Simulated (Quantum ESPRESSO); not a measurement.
# ZnS (F-43m): from Born charge to LO-TO splitting

Wanted: the LO mode of ZnS (F-43m) from the TO mode and the field response.

Program: Quantum ESPRESSO 7.5. Level of theory: DFT LDA, scalar-relativistic, plane waves, PseudoDojo norm-conserving pseudopotentials. Results are calculated unless marked as measured.

The database entry behind the starting cell differs from later determinations by our own check (about 0.1 % short), so it need not match the best structure at ambient conditions.

### 1. The relaxed structure

Symmetry: F-43m, No. 216, cubic system. Conventional cell: a = 5.298 Å, b = 5.298 Å, c = 5.298 Å, α = 90.00°, β = 90.00°, γ = 90.00°. Zn has 4 S at 2.29 Å nearest. Nearest to S lie 4 Zn at 2.29 Å. Farther neighbours and most contacts between anions are not listed.

Coordinates:

```
Zn S
1.0
    -2.64876    0.00000    2.64876
     0.00000    2.64876    2.64876
    -2.64876    2.64876    0.00000
Zn S
1 1
Direct
  0.25000 0.25000 0.25000
  0.00000 0.00000 0.00000
```

This is the cell after its relaxation at this level of theory, not the database cell from which that began.

### 2. What the response run gave

A linear-response run on the relaxed cell, with the response to an electric field; only its zone-centre results are used. Cutoff 92 Ry, k mesh 8×8×8.

What it wrote:

```text
[banners, grids, parts of the stress and lines that vanish by symmetry left out]
Program PHONON v.7.5
     Reading xml data from directory:

[...]
Exchange-correlation= PW
                           (   1   4   0   0   0   0   0)
[...]
kinetic-energy cut-off    =      92.0000  Ry
     charge density cut-off    =     368.0000  Ry
     convergence threshold     =      1.0E-18
[...]
Exchange-correlation= PW
                           (   1   4   0   0   0   0   0)
[...]
q = (   0.0000000   0.0000000   0.0000000 )
     25 Sym.Ops. (with q -> -q+G )
     G cutoff =  934.1797  (  29939 G-vectors)     FFT grid: ( 45, 45, 45)
     number of k points=    29
[...]
Mode symmetry, T_d (-43m)  point group:
[...]
Dielectric constant
[...]
End of electric fields calculation
          Dielectric constant in cartesian axis
          (       6.348392085      -0.000000000      -0.000000000 )
          (      -0.000000000       6.348392085       0.000000000 )
          (      -0.000000000      -0.000000000       6.348392085 )
          Effective charges (d Force / dE) in cartesian axis without acoustic sum rule applied (asr)
           atom    1  Zn    Mean Z*:        1.90971
      Ex  (        1.90971        0.00000        0.00000 )
      Ey  (        0.00000        1.90971        0.00000 )
      Ez  (        0.00000        0.00000        1.90971 )
           atom    2  S     Mean Z*:       -1.92898
      Ex  (       -1.92898        0.00000        0.00000 )
      Ey  (        0.00000       -1.92898       -0.00000 )
      Ez  (       -0.00000       -0.00000       -1.92898 )
          Effective charges Sum: Mean:       -0.01927
[...]
Effective charges (d Force / dE) in cartesian axis with asr applied:
           atom    1  Zn    Mean Z*:        1.91935
[...]
atom    2  S     Mean Z*:       -1.91935
[...]
Representation #   1 modes #   1   2   3
[...]
End of self-consistent calculation
     Convergence has been achieved
     Representation #   2 modes #   4   5   6
[...]
End of self-consistent calculation
     Convergence has been achieved
[...]
Dielectric constant in cartesian axis
          (       6.348392085      -0.000000000      -0.000000000 )
          (      -0.000000000       6.348392085       0.000000000 )
          (      -0.000000000      -0.000000000       6.348392085 )
          Effective charges (d Force / dE) in cartesian axis without acoustic sum rule applied (asr)
           atom    1  Zn    Mean Z*:        1.90971
      Ex  (        1.90971        0.00000        0.00000 )
      Ey  (        0.00000        1.90971        0.00000 )
      Ez  (        0.00000        0.00000        1.90971 )
           atom    2  S     Mean Z*:       -1.92898
      Ex  (       -1.92898        0.00000        0.00000 )
      Ey  (        0.00000       -1.92898       -0.00000 )
      Ez  (       -0.00000       -0.00000       -1.92898 )
          Effective charges Sum: Mean:       -0.01927
[...]
Effective charges (d Force / dE) in cartesian axis with asr applied:
           atom    1  Zn    Mean Z*:        1.91935
[...]
atom    2  S     Mean Z*:       -1.91935
[...]
q = (    0.000000000   0.000000000   0.000000000 )
[...]
freq (    1) =       0.088596 [THz] =       2.955241 [cm-1]
     freq (    2) =       0.088596 [THz] =       2.955241 [cm-1]
     freq (    3) =       0.088596 [THz] =       2.955241 [cm-1]
     freq (    4) =       8.729692 [THz] =     291.191171 [cm-1]
     freq (    5) =       8.729692 [THz] =     291.191171 [cm-1]
     freq (    6) =       8.729692 [THz] =     291.191171 [cm-1]
[...]
Mode symmetry, T_d (-43m)  point group:
     freq (   1-   3) =          3.0  [cm-1]   --> T_2  G_15 P_4   I+R
     freq (   4-   6) =        291.2  [cm-1]   --> T_2  G_15 P_4   I+R

   JOB DONE.
```

```
                       quantity   value
             cell volume Ω (Å³)  37.167
                 mass of Zn (u)  65.380
                  mass of S (u)  32.060
     Born charge of Zn, raw (e)   1.910
      Born charge of S, raw (e)  -1.929
                             ε∞   6.348
ω(TO) after the sum rule (cm⁻¹)   291.2
```

### 3. The calculation

The charges must sum to zero over the cell; taking off their mean, -0.010 e, leaves Z* = 1.919 e on Zn. In the polar mode Zn moves against S, so the reduced mass is μ = 65.38 × 32.06 / 97.44 = 21.512 u.

A longitudinal wave builds up a field that adds to the restoring force: ω(LO)² = ω(TO)² + 4π Z*² / (μ Ω ε∞), in Hartree atomic units. With μ = 39213 electron masses and Ω = 250.82 bohr³ the second term is 7.4143e-07 Ha², or 35714 cm⁻² (1 Ha = 219474.6 cm⁻¹).

So ω(LO) = √(84792 + 35714) = 347.1 cm⁻¹, and by the Lyddane-Sachs-Teller relation ε₀ = ε∞ (ω(LO)/ω(TO))² = 9.02.

### 4. Check against the program

The analysis program adds the same non-analytic term to the full matrix, here for q along (1 0 0).

What it wrote:

```text
[banner, memory and clock lines left out]
Program DYNMAT v.7.5

     Reading Dynamical Matrix from file g.dyn
     ...Force constants read
     ...epsilon and Z* read

     Polarizability (A^3 units)
     multiply by 0.359351 for Clausius-Mossotti correction
        15.818682   -0.000000   -0.000000
        -0.000000   15.818682   -0.000000
        -0.000000    0.000000   15.818682

     IR activities are in (D/A)^2/amu units

# mode   [cm-1]    [THz]      IR
    1     -0.00   -0.0000    0.0000
    2     -0.00   -0.0000    0.0000
    3      0.00    0.0000    0.0000
    4    291.19    8.7295    3.9510
    5    291.19    8.7295    3.9510
    6    347.13   10.4068    3.9510
```

ε₀ comes from the program's run without a direction of q.

```
    quantity  by hand  program
ω(LO) (cm⁻¹)    347.1    347.1
          ε₀     9.02     9.02
```

### 5. What came out

| Property | Result |
| --- | --- |
| TO mode | 291.2 cm⁻¹ |
| LO mode | 347.1 cm⁻¹ |
| static dielectric constant | 9.022 |

What this shows: The LO mode of ZnS (F-43m) lies at 347 cm⁻¹, 56 cm⁻¹ above the TO mode; the formula meets the program within 0.1 cm⁻¹, as it must for a cubic crystal with one polar mode. ω(LO)² − ω(TO)² goes with Z*²/ε∞: an error of 5 % in ε∞ would move the LO mode by 2.5 cm⁻¹, and semilocal functionals tend to overestimate ε∞. The raw charges miss their sum by 0.019 e, a sign that the k mesh is short for the field response, so ε∞ may be some per cent too high. These are harmonic values at zero temperature, at the volume of this functional, for the structure held cubic; stability elsewhere in the zone is no part of this calculation.

[Host names and launcher messages were left out of these logs when they were recorded.]

[Logs are printed without paths, hosts, clocks, repeated set-up lines and the standing remarks that a program may print on its own settings, such as how far it seeks lower states.]

[Hosts, paths, dates, database ids (printed as entryN), source tags and the programs' standing remarks are cut or masked in the printed files.]
